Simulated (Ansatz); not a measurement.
# What SrAlH3 (Pm-3m) distorts into, part 2 of 3

Which phase does SrAlH3 (Pm-3m) fall into along its unstable mode, and how much energy does it gain?

Ansatz 0.2.0; DFT PBEsol, scalar-relativistic, plane waves, PAW; PAW set soft_1.

So far, highest frequency on path, mesh or solved points (cm⁻¹): step 2 (phonons on a q mesh) 1451. Also lowest frequency on the path (cm⁻¹): step 2 -742.

### 4. The mode frozen in, largest atomic shift 0.6 Å

The atoms are moved along the unstable eigenvector, the largest shift by 0.6 Å, with the cell fixed.

input.yaml

```yaml
crystal:
  lattice:
    - [-4.4956135358, 0.0, 0.0]
    - [0.0, -4.4956135358, -4.4956135358]
    - [0.0, -4.4956135358, 4.4956135358]
  atoms:
    - { symbol: Sr, position: [0.5, 0.0001677918, 0.4995462948] }
    - { symbol: Sr, position: [0.5, 0.4998322082, 0.0004537052] }
    - { symbol: Al, position: [0.0, 0.500837218, 0.5022638185] }
    - { symbol: Al, position: [0.0, -0.000837218, -0.0022638185] }
    - { symbol: H, position: [0.0, -0.0327346533, 0.5885137615] }
    - { symbol: H, position: [0.0, 0.5327346533, -0.0885137615] }
    - { symbol: H, position: [0.5, 0.25, 0.25] }
    - { symbol: H, position: [0.5, 0.75, 0.75] }
    - { symbol: H, position: [0.5, 0.25, 0.75] }
    - { symbol: H, position: [0.5, 0.75, 0.25] }
kpoints:
  mp_grid: { grid: [8, 6, 6] }
hamiltonian:
  xc: pbesol
  pseudopotentials: { kind: paw, azcp: { folder: soft_1 }, xc_functional: pbe }
scf:
  occupations: { method: methfessel_paxton, width: 0.2 }
output:
  forces: true
  stress: true
  eigenvalues: true
```

Run with:

```
$ ansatz run input.yaml --threads 4 --pin off --max-ram 10240MiB --backend cpu --events-out ev --progress --plain --runs-dir out
```

The log of the run:

```text
[...]
Crystal: 10 atoms, lattice volume = 181.718 Å³
Basis set: ecut = 420 eV, 3531 PW (Γ), exchange–correlation on 64×90×90 points (8 copies of the dense FFT grid, shifted against one another)
Bands: 26, of which v1, the nominal top of the filled ones, is band 16 counted from 1 (15 counted from 0)
Symmetry: 4 space group operations
[...]
k-points: 100 of 288
[...]
k-point 0: bands = [... 12 lower, 0.7604, 1.0079, 1.4799, 2.9398, 5.0248, 5.0889, 5.0948, 5.5468, ... 6 higher]
  k-point 1: bands = [... 12 lower, 0.7937, 1.0682, 1.6194, 2.6178, 5.0806, 5.0895, 5.2324, 5.4679, ... 6 higher]
  k-point 2: bands = [... 12 lower, 0.8474, 1.1276, 1.8312, 2.1220, 5.0802, 5.0971, 5.2670, 5.3978, ... 6 higher]
  k-point 99: bands = [... 12 lower, 0.8921, 0.9601, 1.0213, 1.0727, 5.0013, 5.4994, 5.5968, 5.6221, ... 6 higher]
[key lines of the parts left out:]
SCF converged after 8 iterations
Free energy (F): -8124.553076 eV
Fermi energy:    2.885277 eV
P = ⅓ Tr σ = -1.1587 GPa (-11.587 kbar)
```

The job ended after 9.3 s (4 threads of Arm Neoverse V1, shared host; peak memory 0.67 GiB).

Read from the output:

* pressure: -1.159 GPa
* energy from the undistorted cell: -40.45 meV/atom

The energy, extrapolated to zero smearing, is -40.45 meV/atom against the undistorted cell.

The run ends at a pressure of -1.16 GPa, with forces up to 0.82 eV/Å.

### 5. Energy along the mode, all amplitudes (two of the runs are shown above)

An imaginary frequency means negative curvature, so the energy should fall and then rise again as anharmonic terms take over.

This step gave:

* depth at the lowest point sampled: 40.45 meV/atom
* largest atomic shift at that point: 0.6 Å

Energy from the parent against largest atomic shift:

| largest atomic shift (Å) | energy from the parent (meV/atom) |
| --- | --- |
| 0.000 | 0 |
| 0.040 | -0.338 |
| 0.080 | -1.30 |
| 0.140 | -3.66 |
| 0.220 | -8.13 |
| 0.320 | -15.3 |
| 0.450 | -26.4 |
| 0.600 | -40.5 |

Displacement at unit largest shift by atom:

| atom | x (Å) | y (Å) | z (Å) | size |
| --- | --- | --- | --- | --- |
| Sr1 | 0.000 | 0.002 | -0.005 | 0.005 |
| Sr2 | 0.000 | -0.002 | 0.005 | 0.005 |
| Al3 | 0.000 | -0.023 | 0.011 | 0.025 |
| Al4 | 0.000 | 0.023 | -0.011 | 0.025 |
| H5 | 0.000 | -0.418 | 0.908 | 1.000 |
| H6 | 0.000 | 0.418 | -0.908 | 1.000 |
| H7 | 0.000 | 0.000 | 0.000 | 0.000 |
| H8 | 0.000 | 0.000 | 0.000 | 0.000 |
| H9 | 0.000 | 0.000 | 0.000 | 0.000 |
| H10 | 0.000 | 0.000 | 0.000 | 0.000 |

The energy still falls at the last step, so the rise lies beyond the steps tried.

### 6. Relaxing from the distorted cell

Starting from the lowest point found, all atoms and the cell are let go, so that strain and other modes of the same symmetry can join in.

input.yaml, as its differences from that of step 4:

```diff
@@ -27 +27,6 @@
   eigenvalues: true
+relax:
+  adjacent_minimum: "off"
+  f_tol: 0.002
+  max_steps: 120
+  cell: { stress_tol: 0.03 }
```

The log of the run:

```text
[...]
Crystal: 10 atoms, lattice volume = 181.718 Å³
Basis set: ecut = 420 eV, 3531 PW (Γ), exchange–correlation on 64×90×90 points (8 copies of the dense FFT grid, shifted against one another)
Bands: 26, of which v1, the nominal top of the filled ones, is band 16 counted from 1 (15 counted from 0)
Symmetry: 4 space group operations
[...]
k-points: 100 of 288
[...]
SCF iter   1: F=—  HF=-8128.138543 eV  |F-HF|=—  |Δ(HF+E_count)|=         —  Δρ=5.53e-2  dr2=9.79e0  ethr=3.10e-3  ⟨swp⟩=12.0  Hψ=19560  notcnv=0
[...]
SCF iter   8: F=-8124.553076 eV  HF=-8124.553076 eV  |F-HF|=4.22e-8  |Δ(HF+E_count)|=   2.48e-7  S|Δr|=    0.00e0  Δρ=5.38e-6  dr2=9.39e-8  ethr=3.13e-10  ⟨swp⟩=14.4  Hψ=19529  notcnv=0
SCF 1 converged in 8 iterations: F = -8124.553076 eV  dr2 = 9.39e-8
[...]
relax step   1: F+E_penalty+E_count = -8124.55307583 eV  Δ(F+E_penalty+E_count) = +0.000e0 eV  max|allowed force component| = 7.497e-1 eV/Å  Δτ_max = 0.0000 Å  P = -1.159 GPa  Ω = 181.718 Å³  (8 SCF iters, dr2 threshold 1.00e-7 eV, accepted)
Crystal: 10 atoms, lattice volume = 178.339 Å³
Basis set: ecut = 420 eV, 3479 PW (Γ), exchange–correlation on 64×90×90 points (8 copies of the dense FFT grid, shifted against one another)
[...]
SCF iter   6: F=-8125.039921 eV  HF=-8125.039921 eV  |F-HF|=7.17e-9  |Δ(HF+E_count)|=   1.24e-6  S|Δr|=    0.00e0  Δρ=1.37e-5  dr2=7.33e-7  ethr=3.12e-9  ⟨swp⟩=11.0  Hψ=15688  notcnv=0
SCF 2 converged in 6 iterations: F = -8125.039921 eV  dr2 = 7.33e-7
relax step   2: F+E_penalty+E_count = -8125.03992054 eV  Δ(F+E_penalty+E_count) = -4.868e-1 eV  max|allowed force component| = 7.525e-1 eV/Å  Δτ_max = 0.1949 Å  P = -0.972 GPa  Ω = 178.339 Å³  energy of the carried Pulay correction = +9.384e-4 eV  (6 SCF iters, dr2 threshold 1.00e-6 eV, accepted)
Crystal: 10 atoms, lattice volume = 176.648 Å³
Basis set: ecut = 420 eV, 3431 PW (Γ), exchange–correlation on 64×90×90 points (8 copies of the dense FFT grid, shifted against one another)
[...]
SCF iter   7: F=-8125.601747 eV  HF=-8125.601747 eV  |F-HF|=9.90e-9  |Δ(HF+E_count)|=   3.67e-7  S|Δr|=    0.00e0  Δρ=6.71e-6  dr2=2.52e-7  ethr=3.12e-9  ⟨swp⟩=11.6  Hψ=15357  notcnv=0
SCF 3 converged in 7 iterations: F = -8125.601747 eV  dr2 = 2.52e-7
relax step   3: F+E_penalty+E_count = -8125.60174747 eV  Δ(F+E_penalty+E_count) = -5.618e-1 eV  max|allowed force component| = 7.180e-1 eV/Å  Δτ_max = 0.1945 Å  P = -1.246 GPa  Ω = 176.648 Å³  energy of the carried Pulay correction = +1.415e-3 eV  (7 SCF iters, dr2 threshold 1.00e-6 eV, accepted)
[... from here on, the SCF cycles and remarks between the steps are left out ...]
relax step   4: F+E_penalty+E_count = -8126.02482096 eV  Δ(F+E_penalty+E_count) = -4.231e-1 eV  max|allowed force component| = 3.085e-1 eV/Å  Δτ_max = 0.1944 Å  P = -0.575 GPa  Ω = 172.657 Å³  energy of the carried Pulay correction = +2.557e-3 eV  (7 SCF iters, dr2 threshold 1.00e-6 eV, accepted)
relax step   5: F+E_penalty+E_count = -8126.28373348 eV  Δ(F+E_penalty+E_count) = -2.589e-1 eV  max|allowed force component| = 4.431e-1 eV/Å  Δτ_max = 0.1949 Å  P = -0.433 GPa  Ω = 168.185 Å³  energy of the carried Pulay correction = +3.867e-3 eV  (7 SCF iters, dr2 threshold 1.00e-6 eV, accepted)
relax step   6: F+E_penalty+E_count = -8126.43153091 eV  Δ(F+E_penalty+E_count) = -1.478e-1 eV  max|allowed force component| = 3.415e-1 eV/Å  Δτ_max = 0.1952 Å  P = +0.094 GPa  Ω = 164.474 Å³  energy of the carried Pulay correction = +4.981e-3 eV  (7 SCF iters, dr2 threshold 1.00e-6 eV, accepted)
relax step   7: F+E_penalty+E_count = -8126.49626561 eV  Δ(F+E_penalty+E_count) = -6.473e-2 eV  max|allowed force component| = 1.963e-1 eV/Å  Δτ_max = 0.1032 Å  P = -0.484 GPa  Ω = 162.535 Å³  energy of the carried Pulay correction = +5.572e-3 eV  (6 SCF iters, dr2 threshold 1.00e-6 eV, accepted)
relax step   8: F+E_penalty+E_count = -8126.51255159 eV  Δ(F+E_penalty+E_count) = -1.629e-2 eV  max|allowed force component| = 1.856e-1 eV/Å  Δτ_max = 0.0298 Å  P = -0.357 GPa  Ω = 161.358 Å³  energy of the carried Pulay correction = +5.934e-3 eV  (5 SCF iters, dr2 threshold 1.00e-6 eV, accepted)
relax step   9: F+E_penalty+E_count = -8126.57279119 eV  Δ(F+E_penalty+E_count) = -6.024e-2 eV  max|allowed force component| = 2.075e-1 eV/Å  Δτ_max = 0.1995 Å  P = +0.844 GPa  Ω = 154.917 Å³  energy of the carried Pulay correction = +7.962e-3 eV  (6 SCF iters, dr2 threshold 1.00e-6 eV, accepted)
relax step  10: F+E_penalty+E_count = -8126.66598393 eV  Δ(F+E_penalty+E_count) = -9.319e-2 eV  max|allowed force component| = 2.749e-1 eV/Å  Δτ_max = 0.1760 Å  P = +1.438 GPa  Ω = 151.713 Å³  energy of the carried Pulay correction = +9.000e-3 eV  (7 SCF iters, dr2 threshold 1.00e-6 eV, accepted)
relax step  11: F+E_penalty+E_count = -8126.80327998 eV  Δ(F+E_penalty+E_count) = -1.373e-1 eV  max|allowed force component| = 1.516e-1 eV/Å  Δτ_max = 0.1343 Å  P = +0.968 GPa  Ω = 153.870 Å³  energy of the carried Pulay correction = +8.299e-3 eV  (7 SCF iters, dr2 threshold 1.00e-6 eV, accepted)
relax step  12: F+E_penalty+E_count = -8126.88391723 eV  Δ(F+E_penalty+E_count) = -8.064e-2 eV  max|allowed force component| = 1.414e-1 eV/Å  Δτ_max = 0.0869 Å  P = +0.588 GPa  Ω = 154.922 Å³  energy of the carried Pulay correction = +7.961e-3 eV  (7 SCF iters, dr2 threshold 1.00e-6 eV, accepted)
relax step  13: F+E_penalty+E_count = -8126.81631578 eV  Δ(F+E_penalty+E_count) = +6.760e-2 eV  max|allowed force component| = 4.965e-1 eV/Å  Δτ_max = 0.1942 Å  P = +1.087 GPa  Ω = 153.408 Å³  energy of the carried Pulay correction = +8.448e-3 eV  (7 SCF iters, dr2 threshold 1.00e-6 eV, rejected (line search))
relax step  14: F+E_penalty+E_count = -8126.90324650 eV  Δ(F+E_penalty+E_count) = -1.933e-2 eV  max|allowed force component| = 1.228e-1 eV/Å  Δτ_max = 0.0471 Å  P = -0.012 GPa  Ω = 156.690 Å³  energy of the carried Pulay correction = +7.396e-3 eV  (12 SCF iters, accepted)
relax step  15: F+E_penalty+E_count = -8126.85093802 eV  Δ(F+E_penalty+E_count) = +5.231e-2 eV  max|allowed force component| = 5.030e-1 eV/Å  Δτ_max = 0.0969 Å  P = -0.904 GPa  Ω = 161.495 Å³  energy of the carried Pulay correction = +5.892e-3 eV  (5 SCF iters, dr2 threshold 9.42e-7 eV, rejected (line search))
relax step  16: F+E_penalty+E_count = -8126.90992710 eV  Δ(F+E_penalty+E_count) = -6.681e-3 eV  max|allowed force component| = 3.233e-2 eV/Å  Δτ_max = 0.0354 Å  P = +0.002 GPa  Ω = 156.594 Å³  energy of the carried Pulay correction = +7.427e-3 eV  (11 SCF iters, accepted)
relax step  17: F+E_penalty+E_count = -8126.90990788 eV  Δ(F+E_penalty+E_count) = +1.922e-5 eV  max|allowed force component| = 3.149e-2 eV/Å  Δτ_max = 0.0072 Å  P = +0.007 GPa  Ω = 156.833 Å³  energy of the carried Pulay correction = +7.351e-3 eV  (5 SCF iters, dr2 threshold 6.53e-8 eV, accepted)
relax step  18: F+E_penalty+E_count = -8126.91014912 eV  Δ(F+E_penalty+E_count) = -2.412e-4 eV  max|allowed force component| = 2.074e-3 eV/Å  Δτ_max = 0.0040 Å  P = +0.003 GPa  Ω = 156.713 Å³  energy of the carried Pulay correction = +7.389e-3 eV  (4 SCF iters, dr2 threshold 6.20e-8 eV, accepted)
relax step  19: F+E_penalty+E_count = -8126.91015100 eV  Δ(F+E_penalty+E_count) = -1.880e-6 eV  max|allowed force component| = 3.465e-4 eV/Å  Δτ_max = 0.0004 Å  P = +0.002 GPa  Ω = 156.714 Å³  energy of the carried Pulay correction = +7.389e-3 eV  (5 SCF iters, dr2 threshold 2.69e-10 eV, accepted)
relax step  20: F+E_penalty+E_count = -8126.93496022 eV  Δ(F+E_penalty+E_count) = -2.481e-2 eV  max|allowed force component| = 3.878e-3 eV/Å  Δτ_max = 0.0000 Å  P = +0.102 GPa  Ω = 156.714 Å³  stress off target by 3.56e-1 GPa  SCF on the basis re-selected at this cell (its energy is not comparable with the rows above)  (8 SCF iters)
relax step  21: F+E_penalty+E_count = -8126.93605884 eV  Δ(F+E_penalty+E_count) = -1.099e-3 eV  max|allowed force component| = 2.025e-2 eV/Å  Δτ_max = 0.0173 Å  P = +0.051 GPa  Ω = 156.133 Å³  energy of the carried Pulay correction = +2.137e-4 eV  (6 SCF iters, dr2 threshold 3.16e-7 eV, accepted)
relax step  22: F+E_penalty+E_count = -8126.93645124 eV  Δ(F+E_penalty+E_count) = -3.924e-4 eV  max|allowed force component| = 4.750e-3 eV/Å  Δτ_max = 0.0114 Å  P = +0.006 GPa  Ω = 156.646 Å³  energy of the carried Pulay correction = +3.771e-5 eV  (7 SCF iters, dr2 threshold 2.56e-8 eV, accepted)
relax step  23: F+E_penalty+E_count = -8126.93643723 eV  Δ(F+E_penalty+E_count) = +1.401e-5 eV  max|allowed force component| = 1.937e-3 eV/Å  Δτ_max = 0.0018 Å  P = -0.001 GPa  Ω = 156.709 Å³  energy of the carried Pulay correction = +1.412e-5 eV  (6 SCF iters, dr2 threshold 1.41e-9 eV, accepted)
[...]
SCF iter   5: F=-8126.936459 eV  HF=-8126.936459 eV  |F-HF|=1.09e-11  |Δ(HF+E_count)|=  2.09e-11  S|Δr|=    0.00e0  Δρ=6.93e-8  dr2=3.09e-11  ethr=1.00e-12  ⟨swp⟩=8.0  Hψ=12253  notcnv=0
SCF 24 converged in 5 iterations: F = -8126.936459 eV  dr2 = 3.09e-11
relax step  24: F+E_penalty+E_count = -8126.93645890 eV  Δ(F+E_penalty+E_count) = -2.168e-5 eV  max|allowed force component| = 1.934e-3 eV/Å  Δτ_max = 0.0000 Å  P = -0.001 GPa  Ω = 156.709 Å³  stress off target by 6.62e-3 GPa  SCF on the basis re-selected at this cell (its energy is not comparable with the rows above)  (5 SCF iters)
[...]
SCF converged after 5 iterations
[...]
Free energy (F): -8126.936459 eV
[...]
Internal energy: -8126.941387 eV  (E = F + TS)
E sigma→0 (E₀):  -8126.937691 eV
Entropy (-TS):   0.004928 eV (0.493 meV/atom)
Fermi energy:    4.411707 eV
[...]
--- Forces (eV/Å), atoms counted from 1 ---
  atom   1  Sr     0.00000000    -0.00057238     0.00021711
  atom   2  Sr    -0.00000000     0.00057238    -0.00021711
  atom   3  Al     0.00000000    -0.00123160     0.00154581
  atom   4  Al    -0.00000000     0.00123160    -0.00154581
  atom   5  H      0.00000000    -0.00193397     0.00008689
  atom   6  H     -0.00000000     0.00193397    -0.00008689
  atom   7  H     -0.00000000     0.00000000     0.00000000
  atom   8  H     -0.00000000     0.00000000     0.00000000
  atom   9  H      0.00000000     0.00000000     0.00000000
  atom  10  H      0.00000000     0.00000000     0.00000000
  max |Σ_I F_I| component: 4.34e-19 eV/Å
--- Stress (GPa, compression-positive) ---
       -0.005470      -0.000000      -0.000000
       -0.000000      -0.002239       0.003993
       -0.000000       0.003993       0.004822
  P = ⅓ Tr σ = -0.0010 GPa (-0.010 kbar)
--- Band table (eV; the first three rows and the last of 100) ---
  k-point 0: bands = [... 12 lower, 1.6704, 2.4755, 3.6863, 4.4836, 5.8374, 5.9709, 6.6797, 7.1591, ... 6 higher]
  k-point 1: bands = [... 12 lower, 1.8265, 2.4819, 3.6673, 4.3073, 5.8519, 5.9712, 6.6647, 7.1767, ... 6 higher]
  k-point 2: bands = [... 12 lower, 2.1246, 2.4935, 3.6307, 3.9607, 5.8729, 5.9717, 6.6658, 7.1540, ... 6 higher]
  k-point 99: bands = [... 12 lower, 0.7907, 3.2043, 3.2148, 3.4849, 6.7571, 6.7771, 6.8898, 7.0621, ... 6 higher]
--- Relaxed structure (22 steps of the walk, 20 accepted, 2 SCFs on fresh bases) ---
  F+E_penalty+E_count = -8126.93645890 eV   max|allowed force component| = 1.934e-3 eV/Å   (the final SCF, on the basis selected at the relaxed cell)
  cell:  # Å, volume = 156.7094 Å³
    - [-3.776934, 0.0, 0.0]
    - [0.0, -3.583213, -3.780696]
    - [0.0, -5.538301, 5.735784]
  atoms:
    - { symbol: Sr, position: [0.5, 0.022115, 0.469781] }
    - { symbol: Sr, position: [0.5, 0.477885, 0.030219] }
    - { symbol: Al, position: [0, 0.498921, 0.664647] }
    - { symbol: Al, position: [0, 0.00107866, -0.164647] }
    - { symbol: H, position: [0, -0.129828, 0.627486] }
    - { symbol: H, position: [0, 0.629828, -0.127486] }
    - { symbol: H, position: [0.5, 0.25, 0.25] }
    - { symbol: H, position: [0.5, 0.75, 0.75] }
    - { symbol: H, position: [0.5, 0.250000, 0.75] }
    - { symbol: H, position: [0.5, 0.75, 0.250000] }
```

Wall time 3.3 min (4 threads); peak memory 0.73 GiB; 13 min of CPU time.

Relaxation path (22 of 24):

| step | energy less that of the first step (eV) | largest force component (eV/Å) | pressure (GPa) | volume (Å³) |
| --- | --- | --- | --- | --- |
| 1 | 0.0000 | 0.7497 | -1.16 | 181.72 |
| 2 | -0.4868 | 0.7525 | -0.97 | 178.34 |
| 3 | -1.0487 | 0.7180 | -1.25 | 176.65 |
| 4 | -1.4717 | 0.3085 | -0.57 | 172.66 |
| 5 | -1.7307 | 0.4431 | -0.43 | 168.19 |
| 6 | -1.8785 | 0.3415 | 0.09 | 164.47 |
| 8 | -1.9595 | 0.1856 | -0.36 | 161.36 |
| 9 | -2.0197 | 0.2075 | 0.84 | 154.92 |
| 10 | -2.1129 | 0.2749 | 1.44 | 151.71 |
| 11 | -2.2502 | 0.1516 | 0.97 | 153.87 |
| 12 | -2.3308 | 0.1414 | 0.59 | 154.92 |
| 13 | -2.2632 | 0.4965 | 1.09 | 153.41 |
| 14 | -2.3502 | 0.1228 | -0.01 | 156.69 |
| 15 | -2.2979 | 0.5030 | -0.90 | 161.49 |
| 16 | -2.3569 | 0.0323 | 0.00 | 156.59 |
| 17 | -2.3568 | 0.0315 | 0.01 | 156.83 |
| 19 | -2.3571 | 0.0003 | 0.00 | 156.71 |
| 20* | -2.3819 | 0.0039 | 0.10 | 156.71 |
| 21 | -2.3830 | 0.0202 | 0.05 | 156.13 |
| 22 | -2.3834 | 0.0047 | 0.01 | 156.65 |
| 23 | -2.3834 | 0.0019 | 0.00 | 156.71 |
| 24* | -2.3834 | 0.0019 | 0.00 | 156.71 |

Relaxation steps marked * repeat the geometry before them on a plane-wave basis chosen anew for their cell, so energy and pressure can jump there. Other such steps can lie between the rows shown. Relaxation steps 13, 15 were tried and not accepted.

The run keeps the 4 symmetry operations that the program found, so distortions that break them were not tested.

| cell as run | before | after | change |
| --- | --- | --- | --- |
| a (Å) | 4.496 | 3.777 | -16.0 % |
| b (Å) | 6.358 | 5.209 | -18.1 % |
| c (Å) | 6.358 | 7.973 | +25.4 % |
| α (°) | 90.00 | 92.54 | +2.8 % |
| volume (Å³/atom) | 18.17 | 15.67 | -13.8 % |

The atoms that moved most (Å, as changes of fractional coordinates times the final cell):

| atom | dx | dy | dz | length |
| --- | --- | --- | --- | --- |
| Al3 | 0.000 | -0.892 | 0.939 | 1.295 |
| Al4 | 0.000 | 0.892 | -0.939 | 1.295 |
| H6 | 0.000 | -0.132 | -0.591 | 0.605 |
| H5 | 0.000 | 0.132 | 0.591 | 0.605 |
| Sr1 | 0.000 | 0.086 | -0.254 | 0.268 |
| Sr2 | 0.000 | -0.086 | 0.254 | 0.268 |

Read from the output:

```
pressure        : -9.63e-4 GPa
volume per atom : 15.67 Å³
```

The distorted start has space group P2/m; the relaxation ends in P2/m.

(Part 2 of 3 ends here.)

[Long decimals in the printed logs are rounded to 6 places.]

[Logs are printed without paths, hosts, clocks, repeated set-up lines and the standing remarks that a program may print on its own settings, such as how far it seeks lower states.]

[Hosts, paths, dates, database ids (printed as entryN), source tags and the programs' standing remarks are cut or masked in the printed files.]

[Where the starting crystal was built by hand or by swapping elements, it need not be the compound's stable phase.]
